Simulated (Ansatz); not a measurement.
## How fast states decay through Li2ClF

A new crystal, Li2ClF: structure, gap and complex bands. It is built by putting F for part of the Cl in the LiCl structure of space group P6_3mc, with the volume rescaled by atomic radii. The parent structure comes from the Materials Project.

Main program and level: Ansatz 0.2.0; r2SCAN DFT, plane waves, PAW files, in the first sound run; inputs show where later runs differ.

Most raw output is cut from this account.

The structure was built from a prototype and need not be the compound's stable phase.

### Step 1. Starting point

Symmetry: P3m1, No. 156, trigonal system. The conventional cell has a = 3.728 Å, b = 3.728 Å, c = 6.037 Å, α = 90.00°, β = 90.00°, γ = 120.00°. Nearest to Li lie 1 Cl at 2.28 Å and 3 F at 2.28 Å. Nearest to Li lie 1 F at 2.28 Å and 3 Cl at 2.28 Å. Nearest to Cl lie 4 Li at 2.28 Å. Nearest to F lie 4 Li at 2.28 Å. It derives from LiCl. F for part of the Cl in the LiCl structure of space group P6_3mc. Farther neighbours and most contacts between anions are not listed.

### Step 2. Cell and atoms at rest

The substituted atoms don't fit the parent's cell, so cell and atoms relax together. A small smearing keeps the run stable in case the gap closes on the way.

input.yaml reads:

```yaml
crystal:
  lattice:
    - [3.7275185378, 0.0, 0.0]
    - [-1.8637592689, 3.2281257468, 0.0]
    - [0.0, 0.0, 6.0374895901]
  atoms:
    - { symbol: Li, position: [0.6666666667, 0.3333333333, 0.876017] }
    - { symbol: Li, position: [0.3333333333, 0.6666666667, 0.376017] }
    - { symbol: Cl, position: [0.6666666667, 0.3333333333, 0.498984] }
    - { symbol: F, position: [0.3333333333, 0.6666666667, 0.998984] }
kpoints:
  mp_grid: { grid: [6, 6, 4] }
scf:
  occupations: { method: gaussian, width: 0.03 }
hamiltonian:
  xc: r2scan
output:
  forces: true
  stress: true
relax:
  f_tol: 0.02
  max_steps: 60
  cell: {}
```

Run with:

```
ansatz run input.yaml --threads 2 --pin off --max-ram 4096MiB --backend cpu --events-out ev --progress --plain --runs-dir out
```

Run time: 14 s. Hardware: 2 threads of Intel Xeon Platinum 8488C (Sapphire Rapids), shared host; peak memory 0.58 GiB.

Relaxation path:

```tsv
step	energy less that of the first step (eV)	largest force component (eV/Å)	pressure (GPa)	volume (Å³)
1	0.0000	1.0015	-3.26	72.65
2	-0.3452	0.5672	-2.84	66.51
3	-0.4525	0.9080	0.63	60.49
4	-0.4880	0.3142	-1.15	61.77
5	-0.5061	0.0360	0.07	59.81
6	-0.5063	0.0028	0.01	59.99
7*	-0.5027	0.0029	0.03	59.99
```

Relaxation steps marked * repeat the geometry before them on a plane-wave basis chosen anew for their cell, so energy and pressure can jump there.

The run keeps the 6 symmetry operations that it works with, so distortions that break them were not tested.

```tsv
conventional cell, symmetrised	before	after	change
a (Å)	3.728	3.519	-5.6 %
b (Å)	3.728	3.519	-5.6 %
c (Å)	6.037	5.594	-7.3 %
volume (Å³/atom)	18.16	15.00	-17.4 %
```

The atoms that moved most (Å, as changes of fractional coordinates times the final cell):

```tsv
atom	dx	dy	dz	length
Li2	0.000	0.000	-0.281	0.281
Li1	0.000	0.000	0.269	0.269
F4	0.000	0.000	0.021	0.021
Cl3	0.000	0.000	-0.009	0.009
```

Numbers from this step:

```yaml
free_energy: -2310.6444 eV
fermi_energy: 3.145 eV
pressure: 0.02602 GPa
```

The largest force component on a free atom ends at 0.0029 eV/Å.

### Step 3. The bulk crystal and its band edges

The energy window and the wavevectors of the next steps follow from the band edges, so these are searched first, off the mesh as well.

input.yaml reads:

```yaml
crystal:
  lattice:
    - [3.518961887, 0.0, 0.0]
    - [-1.7594809435, 3.0475103891, 0.0]
    - [0.0, 0.0, 5.5941774822]
  atoms:
    - { symbol: Li, position: [0.6666666667, 0.3333333333, 0.9241177938] }
    - { symbol: Li, position: [0.3333333333, 0.6666666667, 0.3257903229] }
    - { symbol: Cl, position: [0.6666666667, 0.3333333333, 0.4973503035] }
    - { symbol: F, position: [0.3333333333, 0.6666666667, 1.0027435797] }
kpoints:
  mp_grid: { grid: [8, 8, 4] }
  band_path: { path: [VBM, CBM], npoints: 30 }
scf:
  occupations: { method: fixed }
hamiltonian:
  xc: r2scan
output:
  eigenvalues: true
  write_potential: true
  write_density: true
  volumetric_format: npy
  elf: true
```

It took 5.2 s on 2 threads; peak memory 0.51 GiB.

Numbers from this step:

```yaml
free_energy: -2310.6445 eV
fermi_energy: 0.1852 eV
gap_on_the_k_mesh: 5.919 eV
gap_on_path: 5.919 eV, by band count; negative where bands overlap
direct_gap_on_path: 5.919 eV
edge_places_on_path: 0, 0 1/A along the path
```

Levels at VBM (eV): -3.24, -2.35, -2.35, -1.21, 0.00, 0.00, 5.92.

ELF in the ac plane at fractional y = 0.333, with atoms of Li and Cl within 0.2 Å of it. It is the smooth field of the valence electrons, not physical close to the nuclei.

Values in units of 1e-1, 22 rows by 14 columns, each cell a mean:
```
3.5 5.0 5.4 5.2 4.2 1.8 0.2 3.3 9.3 9.6 9.8 6.5 0.8 0.6
2.3 4.0 4.5 4.2 3.1 1.1 0.1 4.3 9.8 9.9 9.8 7.2 1.2 0.4
1.1 2.2 2.7 2.5 1.6 0.5 0.1 2.3 7.7 9.3 8.9 4.7 0.5 0.2
0.3 0.6 0.8 0.7 0.4 0.2 0.1 0.3 1.7 3.0 2.5 0.7 0.1 0.1
0.2 0.1 0.2 0.1 0.2 0.3 0.8 1.1 1.0 1.0 1.0 1.1 1.0 0.5
0.7 0.2 0.1 0.1 0.5 1.6 3.7 5.3 5.6 5.7 5.7 5.5 4.6 2.7
2.4 0.6 0.2 0.3 1.6 4.2 6.5 7.9 8.3 8.5 8.4 8.0 7.3 5.6
4.5 1.4 0.3 0.6 3.2 6.3 7.9 8.6 8.8 8.9 8.9 8.7 8.3 7.3
5.8 2.2 0.4 0.9 4.4 7.3 8.4 8.7 8.4 8.2 8.3 8.6 8.6 8.0
6.6 2.7 0.5 1.2 5.2 7.8 8.6 8.4 7.1 5.6 6.3 8.1 8.6 8.4
7.0 3.1 0.6 1.4 5.7 8.1 8.7 8.1 5.5 2.6 3.9 7.4 8.6 8.5
7.0 3.1 0.6 1.4 5.7 8.1 8.7 8.3 6.4 4.1 5.2 7.8 8.7 8.6
6.5 2.5 0.5 1.1 5.0 7.8 8.7 8.6 8.0 7.2 7.5 8.4 8.7 8.4
5.2 1.6 0.3 0.6 3.6 7.0 8.2 8.6 8.5 8.3 8.4 8.5 8.5 7.9
3.2 0.7 0.2 0.3 1.9 5.2 7.2 8.0 8.1 8.2 8.2 8.0 7.7 6.6
1.0 0.2 0.1 0.1 0.6 2.3 4.6 6.3 6.8 7.0 6.9 6.5 5.5 3.6
0.3 0.2 0.2 0.2 0.2 0.6 1.6 3.2 4.3 4.8 4.6 3.7 2.3 1.0
0.3 0.5 0.6 0.5 0.3 0.3 0.4 0.8 1.5 1.9 1.7 1.1 0.5 0.3
1.0 1.9 2.4 2.2 1.3 0.6 0.3 0.2 0.2 0.2 0.2 0.2 0.2 0.4
2.6 3.7 4.2 4.0 3.0 1.7 0.6 0.1 0.1 0.2 0.1 0.1 0.3 1.0
3.7 4.8 5.2 5.0 4.2 2.5 0.6 0.1 0.7 1.9 1.3 0.1 0.2 1.4
4.1 5.2 5.6 5.5 4.6 2.5 0.4 0.7 5.0 8.2 7.2 2.0 0.2 1.1
```
Columns run along a (3.5 Å), rows up along c (5.6 Å). Atoms in or near the plane, at fractional coordinates: Li at (0.67, 0.92), Cl at (0.67, 0.50).

Valence density in the ac plane at fractional y = 0.333, with atoms of Li and Cl within 0.2 Å of it. It is the smooth field of the valence electrons, not physical close to the nuclei.

Ten steps, logarithmic in the rise over the least value, from '_' (0.0 e/Å³) to '@' (7.8 e/Å³), each cell a mean:
```
..::::::......==%%@@@@**::..
..............++%%@@@@**::__
__......______--##%%%%++..__
______________..--====::____
______________..........____
____________..::::::::::....
__________..::----====--::..
..______..::--==++++++++==::
::..____..--==++********++--
::..__..::--++****++******==
--......::==++**++__==****==
--......::==++****==++****==
::......::--==**********++==
::..____..::==++++****++==--
..______....::--========--::
__________....::::::::::....
______________............__
____________________________
__......____________________
..........__________________
..::::::....____......______
..::::::::..__::==**++--....
```
Columns run along a (3.5 Å), rows up along c (5.6 Å). Atoms in or near the plane, at fractional coordinates: Li at (0.67, 0.92), Cl at (0.67, 0.50).

Electrostatic potential energy in the ac plane at fractional y = 0.333, with atoms of Li and Cl within 0.2 Å of it. With pseudopotentials it is smooth inside the atoms' cores, unlike the true potential.

Values in eV, 22 rows by 14 columns, each cell a mean:
```
  5   6   6   6   5   4   0 -13 -25 -33 -29 -18  -5   2
  5   6   7   7   6   4   0 -15 -27 -36 -32 -19  -6   2
  5   6   7   7   6   4   1 -10 -21 -27 -25 -15  -3   3
  6   7   7   7   6   5   3  -2  -9 -14 -12  -5   1   4
  6   7   7   7   6   6   4   3   1   0   0   2   4   5
  7   7   7   7   7   6   5   4   3   2   3   4   5   6
  7   7   7   7   7   6   5   4   2   1   1   3   5   6
  7   7   7   7   7   6   4  -2  -9 -14 -12  -5   2   5
  6   7   7   7   7   5  -1 -17 -31 -37 -35 -23  -7   2
  5   7   7   7   6   3  -7 -31 -43 -45 -45 -37 -18  -1
  5   6   6   6   5   2 -12 -37 -46 -46 -46 -42 -24  -3
  4   5   5   5   5   2  -9 -34 -45 -46 -45 -40 -21  -2
  4   5   4   4   4   3  -3 -22 -36 -41 -40 -28 -11   1
  4   4   3   4   4   4   2  -6 -16 -22 -20 -10  -1   3
  4   3   3   3   4   4   4   2   0  -2  -1   1   4   4
  4   4   3   3   4   5   5   5   5   4   5   5   5   5
  5   4   4   4   5   5   5   6   6   5   6   6   6   5
  5   5   5   5   5   5   5   5   5   5   5   5   5   5
  6   6   6   6   6   6   5   5   4   4   4   4   5   5
  6   6   6   6   6   5   4   3   2   1   2   3   4   5
  6   6   6   6   6   5   3   1  -3  -6  -5  -1   2   4
  5   6   6   6   5   5   2  -5 -14 -19 -17  -9   0   3
```
Columns run along a (3.5 Å; values clipped at the 3rd and 97th percentile), rows up along c (5.6 Å). Atoms in or near the plane, at fractional coordinates: Li at (0.67, 0.92), Cl at (0.67, 0.50).

The searched edges give 5.92 eV, as on the mesh.

### Step 4. Decaying states in the gap, plane (110), k-mesh 4×12×12

This step: r2SCAN DFT, plane waves, PAW files; complex bands by layer matching along the plane's normal (Ansatz 0.2.0).

The same crystal is laid in a cell whose first two vectors span the (110) plane (indices of the standard conventional cell, whose axes can be ordered otherwise than in the bulk input). At fixed energy and wavevector in the plane the solver finds all kz, real and complex. A few wavevectors are listed, (0, 0) and (0.5, 0) in units of the plane's reciprocal vectors; the slowest state needn't be among them.

input.yaml reads:

```yaml
crystal:
  lattice:
    - [5.594177482, 0.0, 0.0]
    - [0.0, 6.095020778, 0.0]
    - [0.0, 3.047510389, 1.759480944]
  atoms:
    - { symbol: Li, position: [0.9241177938, 0.6666666667, 0.0] }
    - { symbol: Li, position: [0.3257903229, 0.3333333333, 0.0] }
    - { symbol: Cl, position: [0.4973503035, 0.6666666667, 0.0] }
    - { symbol: F, position: [0.0027435797, 0.3333333333, 0.0] }
kpoints:
  mp_grid: { grid: [4, 12, 12] }
scf:
  occupations: { method: fixed }
hamiltonian:
  xc: r2scan
output:
  eigenvalues: true
  transmission:
    leads: [[0, 0]]
    kpoints: [[0.0, 0.0], [0.5, 0.0]]
    e_range: [-1.0, 6.92]
    de: 0.2
```

The job ended after 41 s (2 threads; peak memory 1.1 GiB).

This step gave:

```
free energy                                               : -2310.6444 eV
level to which the leads are filled                       : 2.960 eV from the Fermi level
decay constant at the filling level, zone centre          : 0.4429 Å⁻¹
decay constant at the filling level, slowest listed point : 0.4429 Å⁻¹
```

K parallel (0, 0); values up to 1.5 1/Å, a degenerate pair printed once or twice; energies at which all values exceed this have no row. Table of Im kz of the slowest decaying states by energy, zero at the highest filled level on the SCF mesh:

```tsv
energy (eV)	decay 1 (Å⁻¹)	decay 2 (Å⁻¹)	decay 3 (Å⁻¹)	decay 4 (Å⁻¹)
-1.00	0.668	0.717	0.798	0.854
-0.60	0.0635	0.706	0.813	0.821
-0.20	0.251	0.734	0.829	0.874
0.00	0.00538	0.00807	0.295	0.745
0.20	0.161	0.329	0.348	0.752
0.60	0.265	0.380	0.618	0.755
1.00	0.326	0.415	0.801	0.856
1.40	0.367	0.440	0.790	0.858
1.80	0.397	0.458	0.781	0.858
2.20	0.419	0.471	0.771	0.855
2.60	0.434	0.479	0.756	0.849
3.00	0.443	0.484	0.737	0.842
3.20	0.445	0.485	0.725	0.837
3.60	0.446	0.484	0.699	0.826
4.00	0.440	0.480	0.667	0.812
4.40	0.425	0.474	0.631	0.797
4.80	0.396	0.464	0.594	0.779
5.20	0.342	0.452	0.558	0.758
5.60	0.242	0.436	0.528	0.735
6.00	0.417	0.503	0.709	0.754
6.40	0.393	0.481	0.679	0.717
6.80	0.364	0.458	0.644	0.674
```

K parallel (0.5, 0); values up to 1.5 1/Å, a degenerate pair printed once or twice; energies at which all values exceed this have no row. Table of Im kz of the slowest decaying states by energy, zero at the highest filled level on the SCF mesh:

```tsv
energy (eV)	decay 1 (Å⁻¹)	decay 2 (Å⁻¹)	decay 3 (Å⁻¹)	decay 4 (Å⁻¹)
-1.00	0.305	0.872	0.994	1.08
-0.40	0.208	0.724	0.874	0.875
0.00	0.0381	0.0758	0.304	0.813
0.20	0.168	0.336	0.345	0.840
0.60	0.273	0.383	0.595	0.852
1.20	0.358	0.429	0.848	0.898
1.80	0.409	0.457	0.841	0.902
2.40	0.441	0.473	0.830	0.894
3.00	0.461	0.480	0.813	0.877
3.40	0.470	0.480	0.798	0.861
4.00	0.474	0.475	0.771	0.832
4.60	0.462	0.473	0.737	0.797
5.20	0.442	0.465	0.694	0.752
5.60	0.423	0.455	0.660	0.706
6.20	0.383	0.434	0.598	0.608
6.80	0.317	0.402	0.437	0.521
```

At the listed wavevectors the last open channel is at -0.20 eV and the next at +6.00 eV on the grid. At +3.00 eV, the grid energy nearest the filling level (the middle of the gap on the SCF mesh), the slowest state at the listed wavevectors decays with κ = 0.443 Å⁻¹, its amplitude falling by e over 2.3 Å. Through 1 nm of this crystal that state's transmission falls by exp(−2 × 0.443 Å⁻¹ × 10 Å) = 1.4e-4.

### Step 5. Decay over the two-dimensional zone

The listed points could miss the slowest state, so one energy near mid-gap is solved on a mesh of 8×12.

input.yaml, as its differences from that of step 4:

```diff
@@ -18,6 +18,2 @@
   eigenvalues: true
-  transmission:
-    leads: [[0, 0]]
-    kpoints: [[0.0, 0.0], [0.5, 0.0]]
-    e_range: [-1.0, 6.92]
-    de: 0.2
+  transmission: { leads: [[0, 0]], kmesh: [8, 12], e_range: [2.96, 2.97], de: 0.05 }
```

Run time: 74 s. Hardware: 2 threads; peak memory 1.1 GiB.

This step gave:

| Item | Value |
| --- | --- |
| least decay constant on the mesh | 0.4422 Å⁻¹ |

Slowest decay constant (1/Å; 0 where a channel is open) over k1 and k2. At 2.9600 eV from the Fermi level.

Ten even steps from '0' (0.442) to '9' (0.494):
```
99999999
99888888
87765677
65433355
43210133
33200023
43310123
65533345
87765677
98888889
99999999
99999999
```
Columns: k1 (b1) from -0.5 to 0.375; rows upwards: k2 (b2) from -0.5 to 0.417.

The least value on the mesh is 0.442 Å⁻¹ at +2.96 eV. At that energy the listed points give about 0.442 Å⁻¹ by interpolation, so the mesh holds no clearly slower state.

### Step 6. Decaying states in the gap, plane (001), k-mesh 8×8×4

The same for the (001) plane, at (0, 0) and (0.5, 0), to see how the decay depends on direction.

input.yaml reads:

```yaml
crystal:
  lattice:
    - [3.518961887, 0.0, 0.0]
    - [1.759480944, 3.047510389, 0.0]
    - [0.0, 0.0, 5.594177482]
  atoms:
    - { symbol: Li, position: [0.3333333333, 0.3333333333, 0.9241177938] }
    - { symbol: Li, position: [0.6666666667, 0.6666666667, 0.3257903229] }
    - { symbol: Cl, position: [0.3333333333, 0.3333333333, 0.4973503035] }
    - { symbol: F, position: [0.6666666667, 0.6666666667, 0.0027435797] }
kpoints:
  mp_grid: { grid: [8, 8, 4] }
scf:
  occupations: { method: fixed }
hamiltonian:
  xc: r2scan
output:
  eigenvalues: true
  transmission:
    leads: [[0, 0]]
    kpoints: [[0.0, 0.0], [0.5, 0.0]]
    e_range: [-1.0, 6.92]
    de: 0.13
```

Elapsed: 6.1 s, on 2 threads; peak memory 0.53 GiB; 12 s of CPU time.

This step gave:

```yaml
free_energy: -2310.6445 eV
decay_constant_at_the_filling_level_zone_centre: 0.5360 Å⁻¹
decay_constant_at_the_filling_level_slowest_listed_point: 0.536 Å⁻¹
```

(Part 1 of 2 ends here.)

[Logs are printed without paths, hosts, clocks, repeated set-up lines and the standing remarks that a program may print on its own settings, such as how far it seeks lower states.]

[Hosts, paths, dates, database ids (printed as entryN), source tags and the programs' standing remarks are cut or masked in the printed files.]
